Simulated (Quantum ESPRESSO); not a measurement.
# Collinear magnetic orders of FeO (Wuestite) with Quantum ESPRESSO

A self-consistent run ends on one state, which hangs on the start. Several orders of FeO (Wuestite) are started in Quantum ESPRESSO and their energies compared.

Calculated with Quantum ESPRESSO 7.5; PBEsol with U = 4.5 eV on Fe d (ortho-atomic projectors); plane waves with GBRV 1.5 PBEsol potentials, no spin-orbit coupling.

This is a report of a sequence of runs, with most program output left out.

The database entry behind the starting cell differs from later determinations by our own check (inexact against later determinations), so it need not match the best structure at ambient conditions.

## (1) Set-up

Symmetry: Fm-3m, No. 225, cubic system. The conventional cell has a = 4.311 Å, b = 4.311 Å, c = 4.311 Å, α = 90.00°, β = 90.00°, γ = 90.00°. Nearest to Fe lie 6 O at 2.16 Å. Nearest to O lie 6 Fe at 2.16 Å. Farther neighbours and most contacts between anions are not listed.

The cell comes from the Crystallography Open Database.

## (2) Run 1 (ferro +)

The signs are those of the starting moments on the seeded atoms, the atoms that are given a moment.

The input, pw.in:

```
&CONTROL
  calculation = 'scf'
  prefix = 'pwscf'
  outdir = './tmp'
  pseudo_dir = './pseudo'
  disk_io = 'nowf'
/
&SYSTEM
  ibrav = 0
  celldm(1) = 8
  nat = 2
  ntyp = 2
  ecutwfc = 40
  ecutrho = 280
  nbnd = 20
  occupations = 'smearing'
  smearing = 'fd'
  degauss = 0.00146997
  nspin = 2
  starting_magnetization(1) = 0.25
  starting_magnetization(2) = 0
/
&ELECTRONS
  conv_thr = 4d-09
  electron_maxstep = 150
  mixing_beta = 0.3
/
ATOMIC_SPECIES
Fe     55.8450 fe_pbesol_v1.5.uspp.F.UPF
O      15.9990 o_pbesol_v1.2.uspp.F.UPF
CELL_PARAMETERS alat
   0.0000000000000    0.5091394611273    0.5091394611273
   0.5091394611273    0.0000000000000    0.5091394611273
   0.5091394611273    0.5091394611273    0.0000000000000
ATOMIC_POSITIONS crystal
Fe      0.0000000000    0.0000000000    0.0000000000
O       0.5000000000    0.5000000000    0.5000000000
K_POINTS automatic
12 12 12 0 0 0
HUBBARD {ortho-atomic}
U Fe-3d 4.5000
```

Command:

```sh
OMP_NUM_THREADS=1 mpirun -n 4 pw.x -nk 4 -in pw.in > pw.out
```

Elapsed: 8.8 s, on 4 MPI ranks of Arm Neoverse V1, shared host; peak memory 0.27 GiB.

Spin moment in the atom's sphere by atom:

```tsv
atom	spin moment in the atom's sphere (μB)
Fe1	3.59
O2	0.23
```

Numbers from this step:

```
smearing term TS       : 0.001945 eV
magnetization          : 4.011 μB
absolute magnetization : 4.049 μB
final state            : ferromagnetic
```

## (3) Start 2: antiferro q=(0,1/2,1/2) +−

This order needs a doubled cell of 4 atoms. The wavevector q is in fractions of the reciprocal vectors of the crystal's primitive cell, as the cells of these inputs are built from it; moments change sign between cells as cos(2π q·R).

The input, pw.in:

```
&CONTROL
  calculation = 'scf'
  prefix = 'pwscf'
  outdir = './tmp'
  pseudo_dir = './pseudo'
  disk_io = 'nowf'
/
&SYSTEM
  ibrav = 0
  celldm(1) = 8
  nat = 4
  ntyp = 3
  ecutwfc = 40
  ecutrho = 280
  nbnd = 31
  occupations = 'smearing'
  smearing = 'fd'
  degauss = 0.00146997
  nspin = 2
  starting_magnetization(1) = 0.25
  starting_magnetization(2) = -0.25
  starting_magnetization(3) = 0
/
&ELECTRONS
  conv_thr = 8d-09
  electron_maxstep = 150
  mixing_beta = 0.3
/
ATOMIC_SPECIES
Fe1    55.8450 fe_pbesol_v1.5.uspp.F.UPF
Fe2    55.8450 fe_pbesol_v1.5.uspp.F.UPF
O      15.9990 o_pbesol_v1.2.uspp.F.UPF
CELL_PARAMETERS alat
   0.0000000000000    0.5091394611273    0.5091394611273
   1.0182789222546    0.0000000000000    1.0182789222546
   1.0182789222546    0.5091394611273    0.5091394611273
ATOMIC_POSITIONS crystal
Fe1     0.0000000000    0.0000000000    0.0000000000
Fe2     0.0000000000    0.5000000000    0.0000000000
O       0.5000000000    0.0000000000    0.5000000000
O       0.5000000000    0.5000000000    0.5000000000
K_POINTS automatic
12 6 12 0 0 0
HUBBARD {ortho-atomic}
U Fe1-3d 4.5000
U Fe2-3d 4.5000
```

Run time: 1.8 min. Hardware: 4 MPI ranks; peak memory 0.51 GiB; 7.4 min of CPU time.

Spin moment in the atom's sphere by atom:

```tsv
atom	spin moment in the atom's sphere (μB)
Fe1	3.55
Fe2	-3.55
O3	-0.08
O4	0.08
```

Read from the output:

```yaml
smearing_term_ts: 0.008086 eV
magnetization: 0 μB
absolute_magnetization: 7.757 μB
final_state: antiferromagnetic
```

## (4) Run 3, typed as antiferro q=(0,0,1/2) +−

The cell is doubled to 4 atoms to hold this order.

pw.in, as its differences from that of step 3:

```diff
@@ -34,11 +34,11 @@
    0.0000000000000    0.5091394611273    0.5091394611273
-   1.0182789222546    0.0000000000000    1.0182789222546
-   1.0182789222546    0.5091394611273    0.5091394611273
+   0.5091394611273    0.0000000000000    0.5091394611273
+   1.0182789222546    1.0182789222546    0.0000000000000
 ATOMIC_POSITIONS crystal
 Fe1     0.0000000000    0.0000000000    0.0000000000
-Fe2     0.0000000000    0.5000000000    0.0000000000
-O       0.5000000000    0.0000000000    0.5000000000
-O       0.5000000000    0.5000000000    0.5000000000
+Fe2     0.0000000000    0.0000000000    0.5000000000
+O       0.5000000000    0.5000000000    0.2500000000
+O       0.5000000000    0.5000000000    0.7500000000
 K_POINTS automatic
-12 6 12 0 0 0
+12 12 6 0 0 0
 HUBBARD {ortho-atomic}
```

The job ended after 47 s (4 MPI ranks; peak memory 0.46 GiB).

Spin moment in the atom's sphere by atom:

```tsv
atom	spin moment in the atom's sphere (μB)
Fe1	3.49
Fe2	-3.49
O3	0.00
O4	0.00
```

Numbers from this step:

```
smearing term TS       : 0.003215 eV
magnetization          : 0 μB
absolute magnetization : 7.557 μB
final state            : antiferromagnetic
```

## (5) Run 4, typed as ferro +

The input, pw.in:

```
&CONTROL
  calculation = 'scf'
  prefix = 'pwscf'
  outdir = './tmp'
  pseudo_dir = './pseudo'
  disk_io = 'nowf'
/
&SYSTEM
  ibrav = 0
  celldm(1) = 8
  nat = 2
  ntyp = 2
  ecutwfc = 40
  ecutrho = 280
  nbnd = 20
  occupations = 'smearing'
  smearing = 'fd'
  degauss = 0.00146997
  nspin = 2
  starting_magnetization(1) = 0.25
  starting_magnetization(2) = 0
/
&ELECTRONS
  conv_thr = 4d-09
  electron_maxstep = 150
  mixing_beta = 0.3
/
ATOMIC_SPECIES
Fe     55.8450 fe_pbesol_v1.5.uspp.F.UPF
O      15.9990 o_pbesol_v1.2.uspp.F.UPF
CELL_PARAMETERS alat
   0.0000000000000    0.5091394611273    0.5091394611273
   0.5091394611273    0.0000000000000    0.5091394611273
   0.5091394611273    0.5091394611273    0.0000000000000
ATOMIC_POSITIONS crystal
Fe      0.0000000000    0.0000000000    0.0000000000
O       0.5000000000    0.5000000000    0.5000000000
K_POINTS automatic
12 12 12 0 0 0
HUBBARD {ortho-atomic}
U Fe-3d 4.5000
```

The job ended after 8.8 s (4 MPI ranks; peak memory 0.27 GiB).

This step gave:

```
smearing term TS       : 0.001945 eV
magnetization          : 4.011 μB
absolute magnetization : 4.049 μB
final state            : ferromagnetic
largest moment         : 3.587 μB
```

## (6) The states side by side

An order is kept where moments of 0.15 μB or more survive with the typed signs; meshes match where a doubled cell samples the same k points as the first cell.

Orders:

```tsv
start	final state	typed order kept	energy over the lowest (meV a seeded atom)	largest site moment (μB)	net moment (μB a cell of the first run)	mesh matched	CPU time (s)
ferro +	ferromagnetic	yes	31.47	3.587	4.011	yes	34.97
antiferro q=(0,1/2,1/2) +-	antiferromagnetic	yes	323.6	3.546	0	yes	441.3
antiferro q=(0,0,1/2) +-	antiferromagnetic	yes	0	3.495	0	yes	189.1
ferro +	ferromagnetic	yes	31.47	3.587	4.011	yes	34.96
```

## (7) Fillings of the first corrected shells

```tsv
start	type	spin	occupation numbers
ferro +	Fe	up	0.989 0.989 0.989 0.993 0.993
ferro +	Fe	down	0.094 0.094 0.328 0.328 0.328
antiferro q=(0,1/2,1/2) +-	Fe1	up	0.987 0.987 0.988 0.991 0.992
antiferro q=(0,1/2,1/2) +-	Fe1	down	0.087 0.090 0.323 0.345 0.345
antiferro q=(0,1/2,1/2) +-	Fe2	up	0.087 0.090 0.323 0.345 0.345
antiferro q=(0,1/2,1/2) +-	Fe2	down	0.987 0.987 0.988 0.991 0.992
antiferro q=(0,0,1/2) +-	Fe1	up	0.986 0.986 0.988 0.990 0.990
antiferro q=(0,0,1/2) +-	Fe1	down	0.045 0.098 0.098 0.486 0.486
antiferro q=(0,0,1/2) +-	Fe2	up	0.045 0.098 0.098 0.486 0.486
antiferro q=(0,0,1/2) +-	Fe2	down	0.986 0.986 0.988 0.990 0.990
ferro +	Fe	up	0.989 0.989 0.989 0.993 0.993
ferro +	Fe	down	0.094 0.094 0.328 0.328 0.328
```

## (8) What came out

| Property | Result |
| --- | --- |
| moments, largest by run | 3.59, 3.55, 3.49, 3.59 μB |
| spread of the energies of the runs with moments | 324 meV a seeded atom |

What this shows: Under a U these runs seem to end in unlike orbital states: the fillings of their corrected shells differ, or their energies lie too far apart for exchange alone. The differences are then no exchange energies, and the ranking says little of the magnetic order. Seeding all runs from one set of occupation matrices is the usual remedy. Degenerate orbitals of a corrected shell are partly filled. Whether a state of lower symmetry lies under this one was not tested; under a U it often does.

[Logs and program files are shortened in this print: banners, set-up blocks, solver, clock and traceback lines can be left out without a mark of their own.]

[Logs are printed without paths, hosts, clocks, repeated set-up lines and the standing remarks that a program may print on its own settings, such as how far it seeks lower states.]

[Hosts, paths, dates, database ids (printed as entryN), source tags and the programs' standing remarks are cut or masked in the printed files.]

[Where a cell is said to come from a database of computed structures, the database is the Materials Project.]
